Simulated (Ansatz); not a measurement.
# BeInCl3 (model cell, started as cubic perovskite with Be in the octahedra): phonons and vibrational spectra, part 2 of 3

Task: relax BeInCl3 (model cell, started as cubic perovskite with Be in the octahedra), then find its harmonic phonons.

Ansatz 0.2.0; DFT PBEsol, scalar-relativistic, plane waves, PAW; PAW set soft_1.

So far. Step 4 (Tight relaxation): The forces vanish by symmetry and the pressure is 0.006 GPa, within the tolerances set. The cell now holds 19.28 Å³/atom. The relaxed cell has a = 4.586 Å (conventional setting).

The structure was built from a prototype and need not be the compound's stable phase.

**5. Zone-centre response**

The zone centre comes first: it holds the modes that light can see, as far as symmetry allows. The response to a homogeneous field gives the Born charges and the dielectric tensor.

The input, input.yaml:

```yaml
crystal:
  lattice:
    - [4.5855703072, 0.0, 0.0]
    - [0.0, 4.5855703072, 0.0]
    - [0.0, 0.0, 4.5855703072]
  atoms:
    - { symbol: In, position: [0.0, 0.0, 0.0] }
    - { symbol: Be, position: [0.5, 0.5, 0.5] }
    - { symbol: Cl, position: [0.5, 0.5, 0.0] }
    - { symbol: Cl, position: [0.5, 0.0, 0.5] }
    - { symbol: Cl, position: [0.0, 0.5, 0.5] }
kpoints:
  mp_grid: { grid: [8, 8, 8] }
hamiltonian:
  xc: pbesol
  pseudopotentials: { kind: paw, azcp: { folder: soft_1 }, xc_functional: pbe }
scf:
  occupations: { method: fixed }
output:
  eigenvalues: true
phonons:
  method: dfpt
  dielectric: true
  rigid_motions: translations
```

Started as:

```console
ansatz run input.yaml --threads 4 --pin off --max-ram 16384MiB --backend cpu --events-out ev --progress --plain --runs-dir out
```

Numbers of over 12 decimals in the logs are rounded to 6 here.

Output:

```text
[...]
Crystal: 5 atoms, lattice volume = 96.423 Å³
Basis set: ecut = 420 eV, 1863 PW (Γ), exchange–correlation on 64×64×64 points (8 copies of the dense FFT grid, shifted against one another)
Bands: 23, of which v1, the nominal top of the filled ones, is band 18 counted from 1 (17 counted from 0)
Symmetry: 48 space group operations
k-points: 170 of 512 (irreducible under 2 space group operations, time reversal used)
[...]
SCF iter   1: F=—  HF=-8804.334377 eV  |F-HF|=—  |Δ(HF+E_count)|=         —  Δρ=4.13e-2  dr2=3.24e0  ethr=3.10e-3  ⟨swp⟩=4.6  Hψ=16366  notcnv=0  defer=379
[...]
SCF iter   9: F=-8802.843536 eV  HF=-8802.843536 eV  |F-HF|=6.00e-11  |Δ(HF+E_count)|=   1.68e-9  Δρ=2.35e-7  dr2=6.04e-11  ethr=1.00e-12  ⟨swp⟩=14.3  Hψ=30637  notcnv=0
SCF 1 converged in 9 iterations: F = -8802.843536 eV  dr2 = 6.04e-11
[...]
DFPT response loops at Γ: preconditioner auto → Resta (q_TF=auto, 2.315 Å⁻¹)  ε∞=6.0 (no band partly filled); β = 1.00, the filter's whole step (`scf.mixing.beta` (0.50) is not read by the response loops at its default; to damp them type it under 1.00, their step now; it binds the ground state too); Broyden in place of MSR1
── the response to a field inside a basis, on 8×8×8 k-points: an SCF that follows is theirs, and a resumed run solves both again ──
Bands: 19, of which v1, the nominal top of the filled ones, is band 18 counted from 1 (17 counted from 0)
k-points: 20 of 512
[...]
Eigensolver: Dense (20 Hₖ)
SCF iter   1: F=—  HF=-8802.833990 eV  |F-HF|=—  |Δ(HF+E_count)|=         —  Δρ=1.18e-4  dr2=2.37e-6  ethr=1.00e-1
[...]
SCF iter   3: F=-8802.833993 eV  HF=-8802.833993 eV  |F-HF|=1.64e-8  |Δ(HF+E_count)|=   1.05e-6  Δρ=8.35e-6  dr2=1.78e-8  ethr=1.90e-9
SCF 1 converged in 3 iterations: F = -8802.833993 eV  dr2 = 1.78e-8
DFPT response loops at Γ: preconditioner auto → none (the input reference at scf.mixing.eps_inf says where Resta's filter doesn't serve); β = 0.50; Broyden in place of MSR1
SCF converged after 9 iterations
Free energy (F): -8802.843536 eV
[...]
Internal energy: -8802.843536 eV  (E = F + TS)
E sigma→0 (E₀):  -8802.843536 eV
Fermi energy:    6.109760 eV
[...]
--- Band table (eV; the first three rows and the last of 170) ---
  k-point 0: bands = [... 14 lower, 3.8311, 4.0832, 4.0832, 4.0832, 7.7988, 12.6135, 12.6135, 12.6259, ... 1 higher]
  k-point 1: bands = [... 14 lower, 3.7797, 4.0457, 4.0457, 4.3765, 8.0911, 11.5942, 12.1507, 12.1507, ... 1 higher]
  k-point 2: bands = [... 14 lower, 3.6606, 4.0575, 4.0575, 4.9801, 8.8317, 10.4507, 11.6444, 11.6444, ... 1 higher]
  k-point 169: bands = [... 14 lower, 3.9738, 4.9701, 4.9701, 4.9701, 10.1346, 10.1346, 10.1346, 12.3886, ... 1 higher]
--- Phonons (Γ-DFPT): 4 representative perturbations + reference, on 170 of 512 k-points (Σ response iterations 12) ---
  k mesh reduced under 2 symmetry operations, with k and −k counted as one. Each operation leaves every solved perturbation unchanged. A smaller set is not considered because the run solves the response to a homogeneous field
  ASR residual: 1.590e-4 → 0.000e0 eV/Å²; symmetrization residual: 2.283e-6 eV/Å²
  ASR residual per site (eV/Å²): 5.07e-6 1.59e-4 1.45e-5 1.45e-5 1.45e-5
  Γ frequencies (cm⁻¹): -289.11 -289.11 -289.11 0.00 0.00 0.00 62.47 62.47 62.47 146.48 146.48 146.48 221.18 221.18 221.18
  ε∞ (high-frequency dielectric tensor):
        5.728969    -0.000000     0.000000
       -0.000000     5.728969     0.000000
        0.000000     0.000000     5.728969
  softest optical mode at Γ: -289.11 cm⁻¹; the repairs (sum rule, projections) moved no ω² at Γ by more than (2.41 cm⁻¹)²
  Born effective charges Z* (e; rows j = field, columns β = displacement):
    site 0:
         2.40619    0.00000   -0.00000
         0.00000    2.40619    0.00000
         0.00000   -0.00000    2.40619
    site 1:
         2.81818   -0.00000    0.00000
        -0.00000    2.81818    0.00000
        -0.00000   -0.00000    2.81818
    site 2:
        -1.38446    0.00000    0.00000
        -0.00000   -1.38446    0.00000
         0.00000    0.00000   -2.45545
    site 3:
        -1.38446    0.00000   -0.00000
         0.00000   -2.45545    0.00000
         0.00000   -0.00000   -1.38446
    site 4:
        -2.45545   -0.00000   -0.00000
        -0.00000   -1.38446    0.00000
         0.00000   -0.00000   -1.38446
  Z* charge neutrality: 2.763e-3 e pre-enforcement
  solved inside a basis spanned on kpoints, on 8×8×8 k-points, its susceptibility summed on 12×12×12: ε∞ is read to err by 1.6e-2, Z* by 1.5e-2 e (field_mesh: kpoints solves on kpoints); Z* is corrected for what the basis lacks
  optical modes at Γ without the LO–TO term, one row a degenerate level:
      ω (cm⁻¹)  modes    IR ((D/Å)²/amu)
       -289.11      3            77.7745
         62.47      3             5.6926
        146.48      3             0.0000
        221.18      3             0.2734
  optical modes at Γ + LO–TO along q̂ = [1.0000, 0.0000, 0.0000]:
      ω (cm⁻¹)  modes    IR ((D/Å)²/amu)
       -289.11      2            51.8497
       -116.03      1             5.7889
         62.47      2             3.7951
        146.48      3             0.0000
        195.88      1            16.1292
        221.18      2             0.1823
        228.28      1             5.9955
  optical modes at Γ + LO–TO along q̂ = [0.0000, 1.0000, 0.0000]:
      ω (cm⁻¹)  modes    IR ((D/Å)²/amu)
       -289.11      2            51.8497
       -116.03      1             5.7889
         62.47      2             3.7951
        146.48      3             0.0000
        195.88      1            16.1292
        221.18      2             0.1823
        228.28      1             5.9955
  optical modes at Γ + LO–TO along q̂ = [0.0000, 0.0000, 1.0000]:
      ω (cm⁻¹)  modes    IR ((D/Å)²/amu)
       -289.11      2            51.8497
       -116.03      1             5.7889
         62.47      2             3.7951
        146.48      3             0.0000
        195.88      1            16.1292
        221.18      2             0.1823
        228.28      1             5.9955
```

Wall time 64 s (4 threads of Arm Neoverse V1, shared host); peak memory 1.7 GiB; 4.1 min of CPU time.

This step gave:

```yaml
sum_rule_residual_before_enforcement: 1.59e-4 eV/Å²
miss_of_the_charge_sum_rule: 0.002763 e
estimated_error_of_the_dielectric_tensor: 0.01576
estimated_error_of_the_born_charges: 0.01497 e
point_group: m-3m
highest_optical_mode_at_the_zone_centre_no_lo_to_term: 221.2 cm⁻¹
lowest_optical_zone_centre_mode: -289.1 cm⁻¹
mean_high_frequency_dielectric_constant: 5.729
largest_born_charge_third_of_the_trace: 2.818 e
top_of_the_zone_centre_spectrum_with_the_field: 228.3 cm⁻¹
```

Without the LO-TO term. Patterns of degenerate modes are one choice out of their space. Modes at Γ, with each element's share of the kinetic energy (negative means imaginary):

```csv
mode,frequency (cm⁻¹),symmetry,In %,Be %,Cl %
1,-289.1,T1u,0,88,12
2,-289.1,T1u,0,88,12
3,-289.1,T1u,0,88,12
4,0.0,acoustic,50,4,46
5,0.0,acoustic,50,4,46
6,0.0,acoustic,50,4,46
7,62.5,T1u,50,5,45
8,62.5,T1u,50,5,45
9,62.5,T1u,50,5,45
10,146.5,T2u,0,0,100
11,146.5,T2u,0,0,100
12,146.5,T2u,0,0,100
13,221.2,T1u,0,3,97
14,221.2,T1u,0,3,97
15,221.2,T1u,0,3,97
```

Displacements in mode 1 (-289.1 cm⁻¹), the largest set to 1:
```
In1  0.00  0.00  0.01
Be2  0.00  0.03  1.00
Cl3  0.00  0.00 -0.18
Cl4  0.00  0.00 -0.05
Cl5  0.00  0.00 -0.05
```

Displacements in mode 13 (221.2 cm⁻¹), the largest set to 1:
```
In1  0.00  0.00  0.01
Be2  0.00  0.31  0.48
Cl3  0.00 -0.36  1.00
Cl4  0.00  0.64 -0.57
Cl5  0.00 -0.36 -0.57
```

Optical modes at the zone centre, without and with the macroscopic field of the longitudinal modes; each column is sorted by frequency, so a row need not hold one and the same mode. Modes with and without the field, by row:

```csv
rank among optical modes,no field (cm⁻¹),"q along (1, 0, 0) (cm⁻¹)"
1,-289.1,-289.1
2,-289.1,-289.1
3,-289.1,-116
4,62.5,62.5
5,62.5,62.5
6,62.5,146.5
7,146.5,146.5
8,146.5,146.5
9,146.5,195.9
10,221.2,221.2
11,221.2,221.2
12,221.2,228.3
```

Born charge (rows field, columns displacement) (e), principal values of the symmetric part by kind of site:

| atom | atoms with these values | low | middle | high | mean |
| --- | --- | --- | --- | --- | --- |
| In1 | 1 | 2.41 | 2.41 | 2.41 | 2.41 |
| Be2 | 1 | 2.82 | 2.82 | 2.82 | 2.82 |
| Cl3 | 3 | -2.46 | -1.38 | -1.38 | -1.74 |

In full for Cl3:

```
-1.38  0.00  0.00
 0.00 -1.38  0.00
 0.00  0.00 -2.46
```

High-frequency dielectric tensor:

```
5.73 0.00 0.00
0.00 5.73 0.00
0.00 0.00 5.73
```

Transverse modes; imaginary modes are left out. Infrared lines, with heights relative to the strongest:

| position (cm⁻¹) | label | relative intensity |
| --- | --- | --- |
| 62 | T1u | 100 |
| 146 | T2u | 0.0 |
| 221 | T1u | 4.8 |

Before it was imposed, the acoustic sum rule was missed by 1.6e-4 eV/Å² and the charge sum rule by 0.0028 e. Small misses are needed for a sound result but don't prove that mesh and cutoff are converged. The lowest optical mode is imaginary, 289.1i cm⁻¹, so the energy falls along it.

**6. The dispersion**

Stability and thermal properties need the whole zone. Linear response on a 4×4×4 q mesh gives force constants as far as a supercell of that size would, and the tensors from the zone-centre run are typed in so that the long-range dipole term is interpolated apart.

input.yaml, the sections that differ from step 5:

```yaml
phonons:
  method: dfpt
  qmesh: [4, 4, 4]
  temperatures: { t_max: 1000, t_step: 50 }
  qpath:
    path:
      - [[0.0, 0.0, 0.0], [0.0, 0.5, 0.0], [0.5, 0.5, 0.0], [0.0, 0.0, 0.0], [0.5, 0.5, 0.5], [0.0, 0.5, 0.0]]
      - [[0.5, 0.5, 0.5], [0.5, 0.5, 0.0]]
    npoints: 10
  non_analytic_term:
    high_frequency_dielectric_tensor: [[5.729, 0.0, 0.0], [0.0, 5.729, 0.0], [0.0, 0.0, 5.729]]
    born_effective_charges:
      - { species: In, tensor: [[2.4062, 0.0, 0.0], [0.0, 2.4062, 0.0], [0.0, 0.0, 2.4062]] }
      - { species: Be, tensor: [[2.8182, 0.0, 0.0], [0.0, 2.8182, 0.0], [0.0, 0.0, 2.8182]] }
      - { species: Cl, tensor: [[-1.3845, 0.0, 0.0], [0.0, -1.3845, 0.0], [0.0, 0.0, -2.4555]] }
      - { species: Cl, tensor: [[-1.3845, 0.0, 0.0], [0.0, -2.4555, 0.0], [0.0, 0.0, -1.3845]] }
      - { species: Cl, tensor: [[-2.4555, 0.0, 0.0], [0.0, -1.3845, 0.0], [0.0, 0.0, -1.3845]] }
    source: "zone-centre run at this cell"
# crystal, kpoints, hamiltonian, scf, output: as in step 5
```

Output:

```text
[...]
Crystal: 5 atoms, lattice volume = 96.423 Å³
Basis set: ecut = 420 eV, 1863 PW (Γ), exchange–correlation on 64×64×64 points (8 copies of the dense FFT grid, shifted against one another)
Bands: 23, of which v1, the nominal top of the filled ones, is band 18 counted from 1 (17 counted from 0)
Symmetry: 48 space group operations
k-points: 35 of 512
[...]
SCF iter   1: F=—  HF=-8804.334374 eV  |F-HF|=—  |Δ(HF+E_count)|=         —  Δρ=4.13e-2  dr2=3.24e0  ethr=3.10e-3  ⟨swp⟩=4.7  Hψ=3354  notcnv=0  defer=77
[...]
SCF iter  10: F=-8802.843536 eV  HF=-8802.843536 eV  |F-HF|=1.82e-12  |Δ(HF+E_count)|=  6.73e-11  Δρ=3.01e-8  dr2=6.53e-13  ethr=1.00e-12  ⟨swp⟩=13.1  Hψ=5666  notcnv=0
SCF 1 converged in 10 iterations: F = -8802.843536 eV  dr2 = 6.53e-13
[...]
NSCF: frozen V_eff on 35 k-points
[...]
DFPT response loops at q = (0, 0, 0) (fractional): preconditioner auto → Resta (q_TF=auto, 2.315 Å⁻¹)  ε∞=6.0 (no band partly filled); β = 1.00, the filter's whole step (`scf.mixing.beta` (0.50) is not read by the response loops at its default; to damp them type it under 1.00, their step now; it binds the ground state too); Broyden in place of MSR1
[...]
SCF converged after 10 iterations
Free energy (F): -8802.843536 eV
[...]
Internal energy: -8802.843536 eV  (E = F + TS)
E sigma→0 (E₀):  -8802.843536 eV
Fermi energy:    6.109761 eV
[...]
--- Band table (eV; the first three rows and the last of 35) ---
  k-point 0: bands = [... 14 lower, 3.8311, 4.0832, 4.0832, 4.0832, 7.7988, 12.6135, 12.6135, 12.6259, ... 1 higher]
  k-point 1: bands = [... 14 lower, 3.7797, 4.0457, 4.0457, 4.3765, 8.0911, 11.5942, 12.1507, 12.1507, ... 1 higher]
  k-point 2: bands = [... 14 lower, 3.6606, 4.0575, 4.0575, 4.9801, 8.8317, 10.4507, 11.6444, 11.6444, ... 1 higher]
  k-point 34: bands = [... 14 lower, 3.9738, 4.9701, 4.9701, 4.9701, 10.1346, 10.1346, 10.1346, 12.3886, ... 1 higher]
--- Phonons (Γ-DFPT): 4 representative perturbations + reference (Σ response iterations 12) ---
  ASR residual: 9.110e-5 → 0.000e0 eV/Å²; symmetrization residual: 1.691e-6 eV/Å²
  ASR residual per site (eV/Å²): 1.71e-5 9.11e-5 5.28e-6 5.28e-6 5.28e-6
[...]
--- Phonons (arbitrary-q DFPT): 10 irreducible q on the 4×4×4 mesh ---
  q = [0.0000, 0.0000, 0.0000] (star 1, of the zone-centre solve; hermiticity 1.28e-6, symmetrization 2.39e-12): -289.11 -289.11 -289.11 -0.00 -0.00 0.00 62.47 62.47 62.47 146.48 146.48 146.48 221.18 221.18 221.18
  q = [0.0000, 0.0000, 0.2500] (star 6, 9 solved perturbations in 1560 linear systems a pass and spin channel, the states on 200 of 512 k-point pairs; hermiticity 6.74e-7, symmetrization 1.94e-12): -286.03 -286.03 39.81 39.81 48.13 87.01 87.01 115.10 147.68 147.70 147.70 216.46 220.93 220.93 260.45
[...]
q = [0.0000, 0.2500, -0.5000] (star 12, 15 solved perturbations on 200 of 512 k-point pairs; hermiticity 1.03e-6, symmetrization 3.42e-8): -279.94 -154.90 43.70 45.80 59.49 99.20 134.83 140.77 146.99 149.95 187.34 219.12 222.55 258.15 316.29
[...]
sum rule: each row above includes the acoustic sum rule's correction from the zone centre's row sums; it moved no ω² by more than (1.66 cm⁻¹)²
  mesh force constants: q→R imaginary residual 1.78e-18; ASR residual 9.110e-5 → 0.000e0 eV/Å²; symmetrization residual 1.776e-15 eV/Å²
  interpolated dispersion: 63 rows × 15 modes
  density of states and harmonic sums: on the 16×16×16 q-mesh, interpolated from the force constants of a 4×4×4 supercell (with the dipole–dipole term of supplied tensors)
  largest difference from the sums on the solved wave vectors: F 4.20e-3 eV, S 5.95e-6 and C_V 2.37e-6 eV/K
  zero-point energy: 0.123085 eV/cell   skipped modes (ω ≤ 0): 352, of them read as no rigid motion or as one in doubt: 349 (2.082e0 modes/cell left out, lowest -289.11 cm⁻¹)   left out of the sums: 1.39e-1 of the cell's modes: C_V's classical limit lies that fraction below 3 k_B per atom; for a crystal, a wire or a layer, F and S can be off by more, and a phonons.interpolated_qmesh denser along its periods is the remedy for the sampling
```

The job ended after 11 min (4 threads; peak memory 2.6 GiB).

This step gave:

```
sum-rule residual before enforcement                    : 9.11e-5 eV/Å²
lowest frequency on the path                            : -289.1 cm⁻¹
highest frequency on the path or at a solved wavevector : 360.8 cm⁻¹
lowest mode on the q mesh (acoustic modes at Γ apart)   : -289.1 cm⁻¹
```

(Continued in part 3 of 3.)

[Logs are printed without paths, hosts, clocks, repeated set-up lines and the standing remarks that a program may print on its own settings, such as how far it seeks lower states.]

[Hosts, paths, dates, database ids (printed as entryN), source tags and the programs' standing remarks are cut or masked in the printed files.]
